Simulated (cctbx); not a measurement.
## A crystallographic session in cctbx: CdHg2SeSBrF

Library: cctbx 2025.11. The data are simulated by the first script.

## 1. Simulate the data

run.py:

```python
from cctbx import adptbx, crystal, miller, sgtbx, xray
from cctbx.array_family import flex
from iotbx.shelx import hklf
from scitbx import matrix
import scitbx.random

cs = crystal.symmetry(unit_cell=(10.359, 8.719, 13.502, 90, 114.55, 90), space_group_symbol='Hall: -P 2ybc')  # P2_1/c
atoms = [  # label, site, U (iso, or U11 U22 U33 U12 U13 U23 in A^2), occupancy
    ("Hg1", (0.6738, 0.5729, 0.8251), (0.0091, 0.0094, 0.0090, 0.0011, 0.0039, 0.0004), 1),
    ("Hg2", (0.4557, 0.1836, 0.3864), (0.0070, 0.0075, 0.0071, -0.0002, 0.0028, 0.0001), 1),
    ("Cd1", (0.861, 0.5838, 0.5477), (0.0078, 0.0082, 0.0080, -0.0003, 0.0028, -0.0005), 1),
    ("Br1", (0.385, 0.4292, 0.621), (0.0108, 0.0120, 0.0128, 0.0003, 0.0047, 0.0005), 1),
    ("Se1", (0.3449, 0.5423, 0.0282), (0.0161, 0.0164, 0.0150, 0.0016, 0.0060, -0.0001), 1),
    ("S1", (0.7309, 0.6622, 0.6923), (0.0282, 0.0194, 0.0128, -0.0008, 0.0100, 0.0010), 1),
    ("F1", (0.0431, 0.8064, 0.9531), (0.0211, 0.0221, 0.0181, 0.0002, 0.0105, -0.0002), 1),
]
xs = xray.structure(crystal_symmetry=cs)
for label, site, u, occ in atoms:
    u = adptbx.u_cif_as_u_star(cs.unit_cell(), u) if isinstance(u, tuple) else u
    xs.add_scatterer(xray.scatterer(label, site=site, u=u, occupancy=occ))
xs.set_inelastic_form_factors(0.71073, "sasaki")
xs.show_summary()
p1 = xs.expand_to_p1()
ms = miller.build_set(p1, anomalous_flag=True, d_min=0.84)
flex.set_random_seed(205195)
scitbx.random.set_random_seed(205195)
ms = ms.select(flex.random_double(ms.size()) < 0.95)
i = ms.structure_factors_from_scatterers(p1, algorithm="direct").f_calc().as_intensity_array().data()
i = i * 20000 / flex.max(i)
sig = flex.sqrt(i + flex.pow2(0.02 * i) + 15 ** 2)
noise = scitbx.random.variate(scitbx.random.normal_distribution())(i.size())
data = ms.array(data=i + sig * noise, sigmas=sig).set_observation_type_xray_intensity()
with open("data.hkl", "w") as f:
    data.export_as_shelx_hklf(f)
print("reflections written:", data.size(), " <I/sigma> = %.1f" % flex.mean(data.data() / data.sigmas()))
for h, a, b in list(data.sort("data"))[:12]:
    print("%4d%4d%4d %9.1f %7.1f" % (h + (a, b)))
```

```console
$ python run.py
```

```text
Number of scatterers: 7
At special positions: 0
Unit cell: (10.359, 8.719, 13.502, 90, 114.55, 90)
Space group: P 1 21/c 1 (No. 14)
reflections written: 7436  <I/sigma> = 17.2
   1   0   4   20289.4   424.5
  -1   0  -4   20064.2   424.5
  -2   0   6   17645.8   375.4
   2   0  -6   17520.7   375.4
   1   2  -3   16582.2   355.1
   1  -2  -3   16441.1   355.1
  -1  -2   3   16130.4   355.1
   2   0   8   15636.5   336.0
  -2   0  -8   15105.6   336.0
   4   0   2   14751.0   315.3
  -4   0  -2   14551.9   315.3
   3   1  -5   14443.0   314.2
```

Run time: 0.25 s on 1 thread of Arm Neoverse V2, on a shared host, peak memory 0.07 GiB.

## 2. Refinement (right model, isotropic)

run.py:

```python
import math
from cctbx import adptbx, crystal, maptbx, sgtbx, xray
from cctbx.array_family import flex
from cctbx.xray import observations
from iotbx.shelx import hklf
from scitbx.lstbx import normal_eqns_solving
from smtbx import absolute_structure, utils
from smtbx.refinement import constraints, least_squares

cs = crystal.symmetry(unit_cell=(10.359, 8.719, 13.502, 90, 114.55, 90), space_group_symbol='Hall: -P 2ybc')  # P2_1/c
atoms = [  # label, site, U (iso, or U11 U22 U33 U12 U13 U23 in A^2), occupancy
    ("Hg1", (0.6741, 0.5689, 0.8258), 0.0200, 1),
    ("Hg2", (0.4485, 0.1859, 0.3821), 0.0200, 1),
    ("Cd1", (0.8621, 0.5835, 0.5437), 0.0200, 1),
    ("Br1", (0.3944, 0.4331, 0.621), 0.0200, 1),
    ("Se1", (0.3508, 0.5436, 0.031), 0.0200, 1),
    ("S1", (0.7384, 0.6626, 0.6974), 0.0200, 1),
    ("F1", (0.0392, 0.7963, 0.9575), 0.0200, 1),
]
xs = xray.structure(crystal_symmetry=cs)
for label, site, u, occ in atoms:
    u = adptbx.u_cif_as_u_star(cs.unit_cell(), u) if isinstance(u, tuple) else u
    xs.add_scatterer(xray.scatterer(label, site=site, u=u, occupancy=occ))
xs.set_inelastic_form_factors(0.71073, "sasaki")
raw = hklf.reader(file_name="data.hkl").as_miller_arrays(crystal_symmetry=cs, anomalous=True)[0]
merged = raw.eliminate_sys_absent().merge_equivalents()
fo2 = merged.array().set_observation_type_xray_intensity()
print("Rint %.3f, %d unique reflections to %.2f A" % (merged.r_int(), fo2.size(), fo2.d_min()))
for sc in xs.scatterers():
    sc.flags.set_grad_site(True)
    sc.flags.set_grad_u_aniso(sc.flags.use_u_aniso())
    sc.flags.set_grad_u_iso(sc.flags.use_u_iso())
obs = fo2.as_xray_observations()
extra = {}
rep = constraints.reparametrisation(xs, [], utils.connectivity_table(xs), **extra)
ls = least_squares.crystallographic_ls(obs, rep, weighting_scheme=least_squares.mainstream_shelx_weighting(a=0, b=0))
print("cycle     R1     wR2    GooF  max shift (A)")
for cycle in range(8):
    ls.build_up()
    r1, wr2, goof = ls.r1_factor(cutoff_factor=2)[0], ls.wR2(), ls.goof()
    old = xs.sites_cart()
    normal_eqns_solving.levenberg_marquardt_iterations(ls, n_max_iterations=3, tau=1e-06, step_threshold=1e-7)
    big = flex.max((xs.sites_cart() - old).norms())
    print("%4d %7.4f %7.4f %7.3f %9.5f" % (cycle + 1, r1, wr2, goof, big))
    ls.build_up(objective_only=True)
    if abs(ls.wR2() - wr2) < 5e-5 and big < 5e-4:
        break
ls.build_up()
print("final R1 %.4f wR2 %.4f GooF %.3f  parameters %d  data/parameter %.1f" % (ls.r1_factor(cutoff_factor=2)[0], ls.wR2(), ls.goof(), ls.n_parameters, fo2.size() / ls.n_parameters))
cov = ls.covariance_matrix_and_annotations()
su = dict(zip(cov.annotations, (math.sqrt(max(v, 0)) for v in cov.matrix.matrix_packed_u_diagonal())))
a2 = cs.unit_cell().reciprocal_parameters()[0] ** -2
print("atom        x        y        z      Ueq    occ   su(xyz)  su(Uiso or U11)")
for sc in xs.scatterers():
    s = max(su.get(sc.label + k, 0) for k in (".x", ".y", ".z"))
    npd = "" if sc.is_positive_definite_u(cs.unit_cell()) else "  NPD"
    print("%-5s %8.5f %8.5f %8.5f %8.4f %6.3f %8.5f %7.4f%s" % ((sc.label,) + sc.site + (sc.u_iso_or_equiv(cs.unit_cell()), sc.occupancy, s, su.get(sc.label + ".uiso", su.get(sc.label + ".u11", 0) * a2), npd)))
fo = fo2.f_sq_as_f()
fc = fo.structure_factors_from_scatterers(xs, algorithm="direct").f_calc()
diff = fo.f_obs_minus_f_calc(1 / math.sqrt(ls.scale_factor()), fc).average_bijvoet_mates()
m = diff.fft_map(symmetry_flags=maptbx.use_space_group_symmetry, resolution_factor=0.25).apply_volume_scaling()
print("difference map: max %.2f min %.2f rms %.2f" % (m.statistics().max(), m.statistics().min(), m.statistics().sigma()))
peaks = m.peak_search(parameters=maptbx.peak_search_parameters(min_distance_sym_equiv=0.6, max_clusters=6)).all()
near = xs.closest_distances(peaks.sites(), distance_cutoff=4)
sps = cs.special_position_settings(min_distance_sym_equiv=0.5)
for k, (x, h) in enumerate(zip(peaks.sites(), peaks.heights())):
    ss = sps.site_symmetry(x)
    print("Q%-3d %7.4f %7.4f %7.4f %4d %7.2f  %.2f A from %s" % ((k + 1,) + tuple(t % 1 for t in ss.exact_site()) + (ss.multiplicity(), h, near.smallest_distances[k], xs.scatterers()[near.i_seqs[k]].label)))
```

```console
$ python run.py
```

```text
Rint 0.025, 1956 unique reflections to 0.84 A
cycle     R1     wR2    GooF  max shift (A)
   1  0.1909  0.3782  14.920   0.11849
   2  0.0144  0.0294   1.158   0.00009
final R1 0.0144 wR2 0.0294 GooF 1.158  parameters 28  data/parameter 69.9
atom        x        y        z      Ueq    occ   su(xyz)  su(Uiso or U11)
Hg1    0.67382  0.57292  0.82511   0.0092  1.000  0.00002  0.0001
Hg2    0.45569  0.18360  0.38641   0.0073  1.000  0.00002  0.0001
Cd1    0.86098  0.58382  0.54771   0.0081  1.000  0.00004  0.0001
Br1    0.38505  0.42914  0.62107   0.0120  1.000  0.00006  0.0001
Se1    0.34488  0.54237  0.02820   0.0161  1.000  0.00006  0.0001
S1     0.73096  0.66199  0.69233   0.0192  1.000  0.00017  0.0003
F1     0.04321  0.80599  0.95330   0.0192  1.000  0.00037  0.0007
difference map: max 1.38 min -1.76 rms 0.24
Q1    0.3266  0.1621  0.8161    4    1.46  0.56 A from S1
Q2    0.2127  0.1624  0.7934    4    1.35  0.53 A from S1
Q3    0.3715  0.0326  0.7065    4    1.31  0.60 A from Hg1
Q4    0.2944  0.1246  0.6625    4    1.30  0.54 A from Hg1
Q5    0.4308  0.2119  0.8227    4    0.98  1.21 A from Hg2
Q6    0.3218  0.1110  0.4241    4    0.94  1.78 A from Hg2
```

Time: 0.37 s.

## 3. Refinement (right model, anisotropic)

run.py, as its changes from the last script of this kind:

```diff
@@ -12,7 +12,7 @@
-    ("Hg1", (0.6741, 0.5689, 0.8258), 0.0200, 1),
-    ("Hg2", (0.4485, 0.1859, 0.3821), 0.0200, 1),
-    ("Cd1", (0.8621, 0.5835, 0.5437), 0.0200, 1),
-    ("Br1", (0.3944, 0.4331, 0.621), 0.0200, 1),
-    ("Se1", (0.3508, 0.5436, 0.031), 0.0200, 1),
-    ("S1", (0.7384, 0.6626, 0.6974), 0.0200, 1),
-    ("F1", (0.0392, 0.7963, 0.9575), 0.0200, 1),
+    ("Hg1", (0.67382, 0.57292, 0.82511), 0.0092, 1),
+    ("Hg2", (0.45569, 0.1836, 0.38641), 0.0073, 1),
+    ("Cd1", (0.86098, 0.58382, 0.54771), 0.0081, 1),
+    ("Br1", (0.38505, 0.42914, 0.62107), 0.0120, 1),
+    ("Se1", (0.34488, 0.54237, 0.0282), 0.0161, 1),
+    ("S1", (0.73096, 0.66199, 0.69233), 0.0192, 1),
+    ("F1", (0.04321, 0.80599, 0.9533), 0.0192, 1),
@@ -24,0 +25 @@
+xs.convert_to_anisotropic()
```

```console
$ python run.py
```

```text
Rint 0.025, 1956 unique reflections to 0.84 A
cycle     R1     wR2    GooF  max shift (A)
   1  0.0144  0.0294   1.170   0.00264
   2  0.0115  0.0231   0.920   0.00003
final R1 0.0115 wR2 0.0231 GooF 0.920  parameters 63  data/parameter 31.0
atom        x        y        z      Ueq    occ   su(xyz)  su(Uiso or U11)
Hg1    0.67383  0.57291  0.82513   0.0091  1.000  0.00002  0.0001
Hg2    0.45569  0.18360  0.38641   0.0072  1.000  0.00002  0.0001
Cd1    0.86100  0.58380  0.54772   0.0081  1.000  0.00003  0.0001
Br1    0.38506  0.42916  0.62107   0.0120  1.000  0.00005  0.0002
Se1    0.34488  0.54234  0.02819   0.0161  1.000  0.00005  0.0002
S1     0.73090  0.66201  0.69236   0.0195  1.000  0.00013  0.0006
F1     0.04299  0.80615  0.95316   0.0196  1.000  0.00030  0.0013
difference map: max 0.98 min -0.84 rms 0.22
Q1    0.3244  0.1057  0.4201    4    1.00  1.74 A from Hg2
Q2    0.0558  0.0333  0.8168    4    0.91  1.72 A from Cd1
Q3    0.0005  0.1564  0.2194    4    0.87  2.21 A from F1
Q4    0.3429  0.5972  0.2390    4    0.80  1.69 A from Hg1
Q5    0.3008  0.2199  0.9769    4    0.80  1.97 A from Cd1
Q6    0.3470  0.2177  0.8654    4    0.80  0.99 A from S1
```

Time: 0.4 s.

## 4. Refinement

run.py, as its changes from the last script of this kind:

```diff
@@ -13,2 +13,2 @@
-    ("Hg2", (0.45569, 0.1836, 0.38641), 0.0073, 1),
-    ("Cd1", (0.86098, 0.58382, 0.54771), 0.0081, 1),
+    ("Cd1", (0.45569, 0.1836, 0.38641), 0.0073, 1),
+    ("Hg2", (0.86098, 0.58382, 0.54771), 0.0081, 1),
@@ -39 +39 @@
-for cycle in range(8):
+for cycle in range(12):
```

```console
$ python run.py
```

```text
Rint 0.025, 1956 unique reflections to 0.84 A
cycle     R1     wR2    GooF  max shift (A)
   1  0.3927  0.6833  27.201   0.07966
   2  0.1520  0.3557  14.160   0.00650
   3  0.1521  0.3555  14.151   0.00041
final R1 0.1521 wR2 0.3555 GooF 14.151  parameters 63  data/parameter 31.0
atom        x        y        z      Ueq    occ   su(xyz)  su(Uiso or U11)
Hg1    0.67381  0.57268  0.82495   0.0061  1.000  0.00028  0.0012
Cd1    0.45573  0.18362  0.38630  -0.0272  1.000  0.00028  0.0010  NPD
Hg2    0.86136  0.58426  0.54763   0.0451  1.000  0.00052  0.0023
Br1    0.38554  0.42887  0.62083   0.0093  1.000  0.00074  0.0028
Se1    0.34482  0.54240  0.02782   0.0134  1.000  0.00079  0.0033
S1     0.73371  0.66105  0.69451   0.0155  1.000  0.00206  0.0094
F1     0.03994  0.79804  0.95494   0.0272  1.000  0.00523  0.0196  NPD
difference map: max 43.20 min -13.45 rms 2.26
Q1    0.4568  0.1823  0.3882    4   43.43  0.03 A from Cd1
Q2    0.3324  0.0792  0.6756    4   13.33  0.08 A from Hg1
Q3    0.3793  0.0618  0.1336    4    5.01  0.22 A from Br1
Q4    0.3258  0.2006  0.8074    4    4.73  0.70 A from S1
Q5    0.1814  0.2118  0.9592    4    4.58  1.19 A from Hg2
Q6    0.4035  0.5792  0.5242    4    4.20  1.91 A from Br1
```

Time: 0.44 s.

This run holds a fault made on purpose: elements exchanged: Hg2 is Cd and Cd1 is Hg.

## 5. Refinement

run.py, as its changes from the last script of this kind:

```diff
@@ -13,2 +13,2 @@
-    ("Cd1", (0.45569, 0.1836, 0.38641), 0.0073, 1),
-    ("Hg2", (0.86098, 0.58382, 0.54771), 0.0081, 1),
+    ("Hg2", (0.45569, 0.1836, 0.38641), 0.0073, 1),
+    ("Cd1", (0.86098, 0.58382, 0.54771), 0.0081, 1),
@@ -24 +24 @@
-xs.set_inelastic_form_factors(0.71073, "sasaki")
+# no anomalous dispersion
```

```console
$ python run.py
```

```text
Rint 0.025, 1956 unique reflections to 0.84 A
cycle     R1     wR2    GooF  max shift (A)
   1  0.0192  0.0379   1.510   0.00343
   2  0.0134  0.0260   1.035   0.00004
final R1 0.0134 wR2 0.0260 GooF 1.035  parameters 63  data/parameter 31.0
atom        x        y        z      Ueq    occ   su(xyz)  su(Uiso or U11)
Hg1    0.67385  0.57292  0.82513   0.0098  1.000  0.00002  0.0001
Hg2    0.45569  0.18360  0.38641   0.0080  1.000  0.00002  0.0001
Cd1    0.86099  0.58382  0.54771   0.0090  1.000  0.00004  0.0001
Br1    0.38505  0.42915  0.62105   0.0109  1.000  0.00005  0.0002
Se1    0.34487  0.54231  0.02819   0.0144  1.000  0.00006  0.0002
S1     0.73085  0.66198  0.69234   0.0175  1.000  0.00015  0.0007
F1     0.04287  0.80610  0.95313   0.0180  1.000  0.00034  0.0015
difference map: max 1.06 min -0.95 rms 0.25
Q1    0.3711  0.1034  0.1419    4    1.10  0.46 A from Br1
Q2    0.3441  0.2132  0.8661    4    1.05  0.96 A from S1
Q3    0.2432  0.7263  0.2425    4    1.03  3.01 A from Hg1
Q4    0.0339  0.2330  0.6423    4    1.01  1.36 A from F1
Q5    0.1040  0.5128  0.4844    4    0.94  1.08 A from Cd1
Q6    0.0536  0.7330  0.7773    4    0.90  2.50 A from F1
```

Time: 0.4 s.

This run holds a fault made on purpose: anomalous dispersion left out.

## 6. Refinement

run.py, as its changes from the last script of this kind:

```diff
@@ -17 +17 @@
-    ("S1", (0.73096, 0.66199, 0.69233), 0.0192, 1),
+    ("Cl1", (0.73096, 0.66199, 0.69233), 0.0192, 1),
@@ -24 +24 @@
-# no anomalous dispersion
+xs.set_inelastic_form_factors(0.71073, "sasaki")
```

```console
$ python run.py
```

```text
Rint 0.025, 1956 unique reflections to 0.84 A
cycle     R1     wR2    GooF  max shift (A)
   1  0.0153  0.0313   1.245   0.00288
   2  0.0120  0.0243   0.969   0.00003
final R1 0.0120 wR2 0.0243 GooF 0.969  parameters 63  data/parameter 31.0
atom        x        y        z      Ueq    occ   su(xyz)  su(Uiso or U11)
Hg1    0.67383  0.57291  0.82513   0.0091  1.000  0.00002  0.0001
Hg2    0.45569  0.18360  0.38641   0.0072  1.000  0.00002  0.0001
Cd1    0.86100  0.58378  0.54771   0.0081  1.000  0.00003  0.0001
Br1    0.38506  0.42916  0.62106   0.0120  1.000  0.00005  0.0002
Se1    0.34488  0.54233  0.02818   0.0161  1.000  0.00005  0.0002
Cl1    0.73091  0.66201  0.69236   0.0224  1.000  0.00014  0.0006
F1     0.04297  0.80615  0.95314   0.0196  1.000  0.00032  0.0014
difference map: max 0.99 min -0.92 rms 0.22
Q1    0.3244  0.1058  0.4203    4    1.01  1.74 A from Hg2
Q2    0.0559  0.0334  0.8168    4    0.92  1.72 A from Cd1
Q3    0.0005  0.1566  0.2194    4    0.88  2.21 A from F1
Q4    0.3006  0.2196  0.9766    4    0.81  1.96 A from Cd1
Q5    0.3428  0.5978  0.2391    4    0.81  1.69 A from Hg1
Q6    0.0755  0.2609  0.2968    4    0.75  2.06 A from Cl1
```

Run time: 0.4 s on 1 thread of Arm Neoverse V2 (shared host), peak memory 0.09 GiB.

This run holds a fault made on purpose: wrong element: Cl1 is S.

[Logs are printed without paths, hosts, clocks, repeated set-up lines and the standing remarks that a program may print on its own settings, such as how far it seeks lower states.]
